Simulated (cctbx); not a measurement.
# CaZrPt: solution and refinement

Cell a = 7.2900 Å, b = 4.5530 Å, c = 7.8000 Å, α = 90.00°, β = 90.00°, γ = 90.00°; space group Pnma (no. 62); content Pt4 Zr4 Ca4.

Simulated single-crystal data (cctbx): Mo Kα, λ = 0.71073 Å, to d = 0.77 Å, 95 % of the full sphere, strongest reflection 5000 counts, noise from counting, a 2 % proportional error and a noise floor of 8 counts (s.d.); no absorption.

1 earlier start (other random phases, and plain and normalised amplitudes in turn) led nowhere (symmetry correlation 0.90).

Charge flipping in P1 on normalised amplitudes to 0.9 Å, δ = 1.1 σ, 10 % of the reflections treated as weak, 450 cycles:

```text
cycle      R  skewness
    0  0.571     0.41
   37  0.462     3.06
   74  0.490     2.97
  111  0.486     2.79
  148  0.443     2.95
  185  0.477     3.03
  222  0.472     2.99
  259  0.464     2.81
  296  0.444     3.20
  333  0.460     2.96
  370  0.485     2.80
  407  0.459     2.96
  444  0.469     3.05
origin shift          correlation  skewness
 0.072  0.408  0.028      0.843      2.20
 0.072  0.408  0.028      0.843      2.20
 0.261  0.403  0.199      0.851      3.81
 0.061  0.403  0.199      0.844      4.22
taken: symmetry correlation 0.844, skewness 4.22
peak      x       y       z  mult  height/sigma
Q1    0.2119  0.2500  0.6047    4     13.1
Q2    0.1847  0.7500  0.3956    4      4.5
Q3    0.0058  0.2500  0.1923    4      2.8
Q4    0.1230  0.7500  0.7205    4      2.1
Q5    0.0962  0.2500  0.8842    4      2.0
Q6    0.2045  0.5322  0.6909    8      2.0
Q7    0.1916  0.0360  0.8817    8      1.8
Q8    0.2153  0.2500  0.1957    4      1.8
```

The origin is taken among those within 0.04 of the best correlation, by the skewness of the map.

It took 0.54 s on 1 thread of Arm Neoverse N1, on a shared host, peak memory 0.07 GiB.

**Question.** Which peaks are atoms, and which elements?

Heights go roughly as Z and multiplicities must add up to the content. First model: Q1 = Pt1 (4 in the cell, height 13.1), Q2 = Zr1 (4 in the cell, height 4.5) and Q3 = Ca1 (4 in the cell, height 2.8). Against the true structure, Q1 is Pt, Q2 is Zr and Q3 is Ca; the other peaks are not atoms.

Least squares on F², isotropic:

```text
Rint 0.050, 331 unique reflections to 0.77 A
cycle     R1     wR2    GooF  max shift (A)
   1  0.2801  0.4836  14.919   0.28199
   3  0.0231  0.0461   1.423   0.00000
final R1 0.0231 wR2 0.0461 GooF 1.423  parameters 9  data/parameter 36.8
atom        x        y        z      Ueq    occ   su(xyz)  su(Uiso or U11)
Pt1    0.20690  0.25000  0.60454   0.0100  1.000  0.00007  0.0001
Zr1    0.17021  0.75000  0.42902   0.0149  1.000  0.00018  0.0003
Ca1   -0.01317  0.25000  0.19157   0.0151  1.000  0.00039  0.0005
difference map: max 3.64 min -2.84 rms 0.54
Q1    0.2337  0.7500  0.1252    4    3.70  0.46 A from Pt1
Q2    0.1516  0.2500  0.5764    4    3.68  0.46 A from Pt1
Q3    0.2054  0.7500  0.7752    4    2.46  1.43 A from Ca1
Q4    0.0605  0.2500  0.2036    4    2.43  0.55 A from Ca1
Q5    0.1026  0.7500  0.4131    4    1.89  0.51 A from Zr1
```

Anisotropic refinement:

```text
Rint 0.050, 331 unique reflections to 0.77 A
cycle     R1     wR2    GooF  max shift (A)
   1  0.0231  0.0461   1.443   0.00447
   2  0.0137  0.0282   0.882   0.00000
final R1 0.0137 wR2 0.0282 GooF 0.882  parameters 18  data/parameter 18.4
atom        x        y        z      Ueq    occ   su(xyz)  su(Uiso or U11)
Pt1    0.20691  0.25000  0.60456   0.0099  1.000  0.00005  0.0001
Zr1    0.17007  0.75000  0.42905   0.0149  1.000  0.00012  0.0004
Ca1   -0.01374  0.25000  0.19178   0.0148  1.000  0.00026  0.0009
difference map: max 2.20 min -1.65 rms 0.44
Q1    0.2046  0.7500  0.7727    4    2.22  1.42 A from Ca1
Q2    0.0308  0.2500  0.3593    4    2.05  1.35 A from Ca1
Q3    0.2511  0.2500  0.8748    4    1.91  0.71 A from Zr1
Q4    0.1404  0.2500  0.5040    4    1.76  0.92 A from Pt1
Q5    0.0610  0.2500  0.7819    4    1.67  1.74 A from Pt1
Q6    0.1016  0.2500  0.9220    4    1.44  1.67 A from Zr1
```

**Reading.** The refinement ends at R1 = 0.0137, wR2 = 0.0282, GooF = 0.88, with difference density between -1.65 and 2.20 e/Å³. Every site matches the true model in element, within 0.002 Å r.m.s., up to an allowed shift of origin.

True model:

```
atom  mult.       x    y       z  Ueq (Å²)
 Pt1      4  0.7931  3/4  0.6045    0.0098
 Zr1      4  0.6703  3/4  0.9290    0.0150
 Ca1      4  0.0136  3/4  0.1920    0.0146
```

This is a model crystal, built by substitution and not relaxed, with assumed displacement parameters.

[Middle refinement cycles are left out of these outputs.]

[Logs are printed without paths, hosts, clocks, repeated set-up lines and the standing remarks that a program may print on its own settings, such as how far it seeks lower states.]
